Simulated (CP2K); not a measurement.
Consider trimethylsilane at its PBE geometry (Å).

```xyz
14

C     0.1782    1.7037   -0.5044
Si   -0.1135    0.1155    0.4567
C    -1.5457   -0.8485   -0.2851
C     1.4448   -0.9347    0.4776
H    -0.7190    2.3393   -0.5077
H     0.4401    1.4899   -1.5516
H     0.9999    2.2894   -0.0676
H    -0.4644    0.4741    1.8711
H    -1.7423   -1.7711    0.2798
H    -1.3316   -1.1331   -1.3264
H    -2.4703   -0.2533   -0.2854
H     1.7417   -1.2220   -0.5423
H     2.2865   -0.3907    0.9301
H     1.2955   -1.8584    1.0551
```

Method: CP2K XAS_TDP, all-electron GAPW, PBEh(45%), aug-pc-1, TDA, GW2X-corrected core level, ZORA, spin–orbit coupling.

**Question.** Where do the Si L₂,₃-edge lines lie, and how strong are they?

Leading lines: Si2 105.10 eV. The leading line of an atom is its first one with 35 % of the strongest within 2.5 eV of its lowest line over the strength cut. Core ionisation energies at this level: Si2 106.59/106.60/107.19 eV; the 2p½ level lies 0.60 eV above the 2p3/2 pair.

The first six lines of each atom with a strength over 0.0003:

```tsv
atom	energy (eV)	states	strength, one atom	above the computed threshold
Si2 (bonded to 3 C and H)	104.80	2	0.0020	
	104.85	1	0.0003	
	104.94	3	0.0007	
	105.03	2	0.0005	
	105.10	2	0.0040	
	105.11	2	0.0020
```

Lines are vertical, at one geometry, with no vibrational structure. GW2X ionisation energies and lines can be off by 1 to 2 eV either way, and a good line position may hide errors that cancel. Rydberg lines, and the discretised continuum above threshold, depend on the basis and the box.

[Banner, clock and machine lines of the logs are left out without a mark of their own.]

[Logs are printed without paths, hosts, clocks, repeated set-up lines and the standing remarks that a program may print on its own settings, such as how far it seeks lower states.]

[Hosts, paths, dates, database ids (printed as entryN), source tags and the programs' standing remarks are cut or masked in the printed files.]
